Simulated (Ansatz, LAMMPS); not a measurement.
# Glassy 68GeO2-32ZnO (mol %) (91 atoms): geometry optimisation, part 2 of 2

How does glassy 68GeO2-32ZnO (mol %) (91 atoms) relax, and what do bonds, charges and levels look like afterwards?

Ansatz 0.2.0; Kohn-Sham DFT, PBE, PAW (set soft_2), plane waves.

The cell: 23 Ge, 11 Zn and 57 O. The quench rate of 50 K/ps is many orders above laboratory rates. The starting topology of bonds comes from the classical model. Sampling is at Γ alone, for a cell whose shortest periodic width is 11 Å.

So far, density (g/cm³): step 5 (structure statistics after relaxation) 4.07.

## Step 6: Single point at the relaxed geometry

The electronic structure is read at the final geometry, in a run of its own.

Contents of input.yaml:

```yaml
crystal:
  lattice:
    - [11.04645, 0.0, 0.0]
    - [0.0, 11.04645, 0.0]
    - [0.0, 0.0, 11.04645]
  atoms:
    - { symbol: Ge, position: [0.58966, 0.9958, 0.09482] }
    - { symbol: Ge, position: [0.56167, 0.53691, 0.30149] }
    - { symbol: Ge, position: [0.03095, 0.67531, 0.78765] }
    - { symbol: Ge, position: [0.33968, 0.96444, 0.45924] }
    - { symbol: Ge, position: [0.54189, 0.71927, 0.75603] }
    - { symbol: Ge, position: [0.38381, 0.38744, 0.10808] }
    - { symbol: Ge, position: [0.93237, 0.2686, 0.05669] }
    - { symbol: Ge, position: [0.8739, 0.87286, 0.40508] }
    - { symbol: Ge, position: [0.05302, 0.58671, 0.30712] }
    - { symbol: Ge, position: [0.80866, 0.0635, 0.89664] }
    - { symbol: Ge, position: [0.43047, 0.50033, 0.5776] }
    - { symbol: Ge, position: [0.11104, 0.48769, 0.02745] }
    - { symbol: Ge, position: [0.81874, 0.39769, 0.27847] }
    - { symbol: Ge, position: [0.53305, 0.23197, 0.65529] }
    - { symbol: Ge, position: [0.76722, 0.38848, 0.72646] }
    - { symbol: Ge, position: [0.72293, 0.74981, 0.15982] }
    - { symbol: Ge, position: [0.97855, 0.15679, 0.34568] }
    - { symbol: Ge, position: [0.26513, 0.17774, 0.27927] }
    - { symbol: Ge, position: [0.01907, 0.21339, 0.64996] }
    - { symbol: Ge, position: [0.768, 0.61781, 0.90491] }
    - { symbol: Ge, position: [0.16982, 0.81057, 0.25751] }
    - { symbol: Ge, position: [0.28662, 0.96159, 0.06649] }
    - { symbol: Ge, position: [0.13493, 0.48323, 0.5799] }
    - { symbol: Zn, position: [0.6299, 0.8277, 0.4961] }
    - { symbol: Zn, position: [0.49283, 0.16861, 0.92202] }
    - { symbol: Zn, position: [0.82224, 0.58743, 0.50305] }
    - { symbol: Zn, position: [0.82313, 0.84763, 0.68599] }
    - { symbol: Zn, position: [0.07082, 0.96744, 0.87419] }
    - { symbol: Zn, position: [0.59335, 0.06488, 0.3899] }
    - { symbol: Zn, position: [0.35924, 0.96654, 0.76657] }
    - { symbol: Zn, position: [0.09762, 0.93778, 0.61258] }
    - { symbol: Zn, position: [0.78725, 0.10373, 0.58086] }
    - { symbol: Zn, position: [0.34386, 0.65415, 0.13551] }
    - { symbol: Zn, position: [0.95234, 0.96322, 0.14374] }
    - { symbol: O, position: [0.94851, 0.86797, 0.55667] }
    - { symbol: O, position: [0.87026, 0.70979, 0.8115] }
    - { symbol: O, position: [0.45413, 0.13096, 0.75473] }
    - { symbol: O, position: [0.61704, 0.08027, 0.22174] }
    - { symbol: O, position: [0.96565, 0.15449, 0.16511] }
    - { symbol: O, position: [0.364, 0.11035, 0.38774] }
    - { symbol: O, position: [0.61771, 0.66241, 0.88846] }
    - { symbol: O, position: [0.74737, 0.97404, 0.45532] }
    - { symbol: O, position: [0.4889, 0.91315, 0.44166] }
    - { symbol: O, position: [0.63403, 0.30297, 0.76151] }
    - { symbol: O, position: [0.46308, 0.52127, 0.1709] }
    - { symbol: O, position: [0.9671, 0.13373, 0.51727] }
    - { symbol: O, position: [0.02628, 0.57822, 0.65687] }
    - { symbol: O, position: [0.12588, 0.33327, 0.6377] }
    - { symbol: O, position: [0.86173, 0.26989, 0.36343] }
    - { symbol: O, position: [0.06469, 0.33931, 0.9909] }
    - { symbol: O, position: [0.86701, 0.21112, 0.92304] }
    - { symbol: O, position: [0.10563, 0.48755, 0.42405] }
    - { symbol: O, position: [0.33043, 0.32105, 0.24293] }
    - { symbol: O, position: [0.96876, 0.9936, 0.32792] }
    - { symbol: O, position: [0.6537, 0.79237, 0.66639] }
    - { symbol: O, position: [0.7797, 0.74139, 0.44788] }
    - { symbol: O, position: [0.82415, 0.85157, 0.22959] }
    - { symbol: O, position: [0.21575, 0.89448, 0.38589] }
    - { symbol: O, position: [0.79861, 0.64511, 0.06139] }
    - { symbol: O, position: [0.03616, 0.50965, 0.16553] }
    - { symbol: O, position: [0.66149, 0.07214, 0.96593] }
    - { symbol: O, position: [0.12891, 0.215, 0.35295] }
    - { symbol: O, position: [0.91606, 0.964, 0.9655] }
    - { symbol: O, position: [0.27372, 0.49611, 0.04348] }
    - { symbol: O, position: [0.08668, 0.60343, 0.92005] }
    - { symbol: O, position: [0.47247, 0.55979, 0.43161] }
    - { symbol: O, position: [0.79521, 0.01765, 0.7446] }
    - { symbol: O, position: [0.61926, 0.16136, 0.54106] }
    - { symbol: O, position: [0.46654, 0.31785, 0.99979] }
    - { symbol: O, position: [0.62396, 0.67949, 0.26683] }
    - { symbol: O, position: [0.27863, 0.54512, 0.60779] }
    - { symbol: O, position: [0.11682, 0.88943, 0.12639] }
    - { symbol: O, position: [0.44346, 0.01998, 0.02818] }
    - { symbol: O, position: [0.24098, 0.97607, 0.91351] }
    - { symbol: O, position: [0.80922, 0.4679, 0.86285] }
    - { symbol: O, position: [0.86984, 0.26892, 0.68506] }
    - { symbol: O, position: [0.21074, 0.65179, 0.25757] }
    - { symbol: O, position: [0.62283, 0.84075, 0.07357] }
    [... 7 atom lines left out ...]
    - { symbol: O, position: [0.02344, 0.74802, 0.3298] }
    - { symbol: O, position: [0.66077, 0.41379, 0.31264] }
    - { symbol: O, position: [0.33276, 0.82933, 0.15576] }
    - { symbol: O, position: [0.8272, 0.37249, 0.1207] }
    - { symbol: O, position: [0.88601, 0.53348, 0.33863] }
    - { symbol: O, position: [0.09088, 0.81897, 0.76573] }
kpoints:
  mp_grid: { grid: [1, 1, 1] }
hamiltonian:
  xc: pbe
scf:
  occupations: { method: fixed }
output:
  forces: true
  stress: true
  populations: true
  dos:
    method: { smearing: { sigma: 0.1 } }
    de: 0.1
    projected: { site_lists: { Ge: [Ge], O: [O], Zn: [Zn] } }
  eigenvalues: true
  write_density: true
  write_potential: true
  volumetric_format: npy
  elf: true
```

Started as:

```sh
$ ansatz run input.yaml --threads 4 --pin off --max-ram 8192MiB --backend cpu --events-out ev --progress --plain --runs-dir out
```

Run time: 29 s. Hardware: 4 threads of Arm Neoverse V2, shared host; peak memory 2 GiB.

Numbers from this run:

| Item | Value |
| --- | --- |
| free energy | -167630.9526 eV |
| free energy per atom | -1842.0984 eV/atom |
| SCF cycles | 10 |
| pressure | -1.302 GPa |
| r.m.s. force component | 0.00508 eV/Å |
| longest force | 0.02275 eV/Å |
| Fermi energy | 4.01 eV |
| gap (highest filled to lowest empty level) | 1.697 eV |
| spilling of the projection | 0.005869 |

Löwdin charges by element and coordination (they lack the spilled electrons, 0.051 e an atom on average):

| element | coordination | atoms | mean charge (e) | spread | least | most |
| --- | --- | --- | --- | --- | --- | --- |
| Ge | all | 23 | 1.54 | 0.0382 | 1.43 | 1.60 |
| Ge | 4 | 18 | 1.55 | 0.0268 | 1.50 | 1.60 |
| Ge | 5 | 5 | 1.49 | 0.0347 | 1.43 | 1.53 |
| O | all | 57 | -0.825 | 0.0984 | -1.05 | -0.708 |
| O | 2 | 30 | -0.762 | 0.0613 | -0.936 | -0.708 |
| O | 3 | 26 | -0.889 | 0.0789 | -1.01 | -0.786 |
| O | 4 | 1 | -1.05 | 0 | -1.05 | -1.05 |
| Zn | all | 11 | 1.49 | 0.0136 | 1.47 | 1.51 |
| Zn | 3 | 1 | 1.47 | 0 | 1.47 | 1.47 |
| Zn | 4 | 8 | 1.49 | 0.0143 | 1.47 | 1.51 |
| Zn | 5 | 2 | 1.49 | 0.0063 | 1.49 | 1.50 |

Density of states as counts of states in windows of 1 eV (from the Fermi level), total and the larger projections:

```csv
from (eV),to (eV),total,O p,Zn d,Ge p,Ge s,O s
-18,-17,45.3,0.4,0.1,6.7,1.2,34.9
-17,-16,34.8,0.2,0.3,3.7,0.4,28.8
-16,-15,0.9,0.0,0.0,0.1,0.0,0.7
-15,-10,0.0,0.0,0.0,0.0,0.0,0.0
-10,-9,6.8,3.8,0.0,0.2,2.4,0.3
-9,-8,13.3,7.4,0.2,0.6,4.1,0.9
-8,-7,14.3,8.2,0.6,0.9,3.3,1.1
-7,-6,14.1,7.8,2.1,1.2,1.8,0.8
-6,-5,61.3,28.9,23.5,6.6,0.4,0.5
-5,-4,87.5,25.2,55.5,4.1,0.4,0.8
-4,-3,51.0,28.8,14.4,3.8,0.4,1.8
-3,-2,65.3,53.1,5.4,3.1,0.3,1.7
-2,-1,85.6,77.7,4.0,1.4,0.2,0.8
-1,0,51.0,45.9,3.4,0.6,0.1,0.3
0,1,1.6,1.5,0.1,0.0,0.0,0.0
1,2,2.0,0.3,0.0,0.0,0.8,0.4
2,3,0.0,0.0,0.0,0.0,0.0,0.0
3,4,10.3,2.7,0.0,1.0,3.8,1.5
4,5,18.5,4.9,0.0,2.2,6.1,2.2
```

With fixed occupations the program's Fermi level is the highest filled level; weight inside the gap is the broadening of levels at its edges.

Between -25 and -18 eV lie 263 more states.

The levels nearest the highest filled one (over half full), pooled over k-points and spins:

```csv
level less the highest filled one (eV),occupation
-0.386,2
-0.301,2
-0.225,2
-0.173,2
-0.128,2
0,2
1.70,0
3.36,0
3.39,0
3.59,0
3.67,0
3.82,0
```

ELF in the ab plane at fractional z = 0.156, with atoms of Ge and Zn and O within 0.2 Å of it. It is the smooth field of the valence electrons, not physical close to the nuclei.

Ten even steps from '_' (0.00) to '@' (0.85), each cell a mean:
```
__..==##**--....::::::..____....::--::--::::______......______
..--%%@@@@%%==..::--====::______::::----::..____--==::..______
..++%%##%%%%==..==##%%%%##--____..--++++==::..::++##**--......
..++%%%%%%**::::##%%++%%@@##..__..++**##**--::--++####**::..__
__::==**++--..--##@@**%%@@**..__..--++++==::..::--++**==::____
____..::::......==**##**++--________..::::______::::::..______
________....................________..::::..____::::..________
________..--==::..______....______..::----::::::----::..______
..::..__..--==::..________......____..::::....--==++--..______
####++::____............::++%%##==..__________::--==::____..++
@@%%%%**::______......::**@@%%@@%%==..__________..________==@@
%%++%%%%==____..::..__::##%%**%%@@**::____________________**@@
@@@@@@##==____..::::..::++%%@@%%##==..__________::====::__--%%
####**==::______....::::::--++==::..__________--**%%%%**::__--
......__________..::--....::::..____________..**%%%%%%%%++..__
______________..==++++--::::::..____________::**@@@@%%##++::..
..____________..==++**++--::....____________..++######++--::..
--..____________..------::..__________________..::--::..::----
##++::______..........______________________________..--**##%%
@@%%==____--++****==::____________::====--::________::**@@##**
@@@@--__::##@@%%%%%%**::________::++####**==::______--##@@%%**
%%++..__--@@@@****@@**::________::**%%%%%%**--______..==##%%%%
::..____..**@@%%%%%%==..____....::++**####++::________....::::
....__..__..==****==::..__......::----====--..______......____
```
Columns run along a (11.0 Å), rows up along b (11.0 Å). Atoms in or near the plane, at fractional coordinates: Ge at (0.72, 0.75), Zn at (0.95, 0.96), O at (0.97, 0.15), O at (0.46, 0.52), O at (0.04, 0.51), O at (0.24, 0.10), O at (0.33, 0.83).

Valence density in the ab plane at fractional z = 0.156, with atoms of Ge and Zn and O within 0.2 Å of it. It is the smooth field of the valence electrons, not physical close to the nuclei.

Ten steps, logarithmic in the rise over the least value, from '0' (0 e/Å³) to '9' (31 e/Å³), each cell a mean:
```
4111110111100000123210000002698
3234421111110000011110000012476
1245531123431000001110001111122
0124421135653100001211112221000
0011111125653100001123542210000
0000000012321000000127984100000
0000000012331000000125873100000
0000000114774100000012221100000
0000001124874100000000011100000
1110000012332222100000000000000
4542000000112455210000000000002
6653100000013565310000000000013
4542100000012343200000000000002
1211000000133221000000002332001
0000000001245310000000013553100
0000000001233210000000013443100
0000000001221100000000001221100
0000000000100000000000000001111
2100000000000000000000000001233
4200001221000000000000000001356
5200013553100000001110000001466
2100025664100000012321000000233
1000013443100000123321000000111
2000001221000000123321000001354
```
Columns run along a (11.0 Å), rows up along b (11.0 Å). Atoms in or near the plane, at fractional coordinates: Ge at (0.72, 0.75), Zn at (0.95, 0.96), O at (0.97, 0.15), O at (0.46, 0.52), O at (0.04, 0.51), O at (0.24, 0.10), O at (0.33, 0.83).

Mean Löwdin charges: Ge +1.54, O -0.82, Zn +1.49 e (they miss 0.59 % of the electrons, so they add up to more than the cell's charge). The largest share in the top eV of filled states is O p (91 % of the projected weight), and in the lowest eV of empty states Ge s (38 % of the projected weight).

Local excerpt of 11 atoms (numbers count through the whole input) about Ge22, which has 5 bonded neighbours where the commonest count for Ge is 4; x, y, z are measured from there.

```csv
atom,x,y,z,distance (Å),bonds,Löwdin charge (e)
Ge22,0.00,0.00,0.00,0.00,5,1.50
O74,-0.50,0.16,-1.69,1.77,3,-0.96
O84,-0.48,1.51,0.86,1.80,2,-0.76
O88,0.51,-1.46,0.99,1.83,3,-0.85
O73,1.73,0.65,-0.42,1.90,3,-0.83
O72,-1.88,-0.80,0.66,2.14,3,-0.86
Ge21,-1.29,-1.67,2.11,2.98,5,1.47
Zn28,-2.38,0.06,-2.12,3.19,4,1.49
Ge18,-0.24,2.39,2.35,3.36,4,1.58
Ge1,3.35,0.38,0.31,3.38,4,1.50
Zn30,0.80,0.05,-3.31,3.41,4,1.50
```

The column of bonds counts only the pairs O-Ge within 2.27 Å, O-Zn within 2.48 Å; other neighbours, such as metal atoms beside each other in a compound, aren't counted, and periodic images can show an atom twice.

## Step 7: Summary of results

* energy change in the relaxation: -89.3 meV/atom
* r.m.s. displacement: 0.278 Å
* largest displacement: 0.68 Å
* free energy per atom: -1842.0984 eV/atom
* pressure: -1.302 GPa
* r.m.s. force component: 0.00508 eV/Å
* gap (highest filled to lowest empty level): 1.697 eV
* wall time of the 3 DFT runs: 3.6 min

Relaxation lowers the energy by 89.3 meV/atom and moves atoms by 0.28 Å r.m.s.; the r.m.s. force component goes from 0.90 to 0.0051 eV/Å, the pressure goes from 6.6 to -1.3 GPa, and the gap from 1.38 to 1.70 eV. By the final cutoffs 1 of 139 bonded pairs parted and 4 joined. From the first step to the last the energy fell by 8.126 eV, and the largest move was 0.68 Å (O81). The O-Ge bonds change most in mean length: from 1.742 Å (spread 0.082) to 1.805 Å (spread 0.074), and their number from 95 to 97. With the cutoffs above, 78 % of Ge atoms have 4, 53 % of O atoms have 2 and 73 % of Zn atoms have 4 bonded neighbours. Counting bonds to Ge alone, not to Zn, 70 % of the oxygens join two of these atoms and 30 % one. Between filled and empty levels lie 1.70 eV (at Γ alone); a semilocal functional tends to put such gaps too low. In a disordered cell it changes from sample to sample, and tail or defect levels can set it.

What to keep in mind: The starting topology of bonds comes from the classical model; in DFT 1 of its 139 bonded pairs passed out of the cutoffs and 4 came within them.

[Logs are printed without paths, hosts, clocks, repeated set-up lines and the standing remarks that a program may print on its own settings, such as how far it seeks lower states.]

[Hosts, paths, dates, database ids (printed as entryN), source tags and the programs' standing remarks are cut or masked in the printed files.]
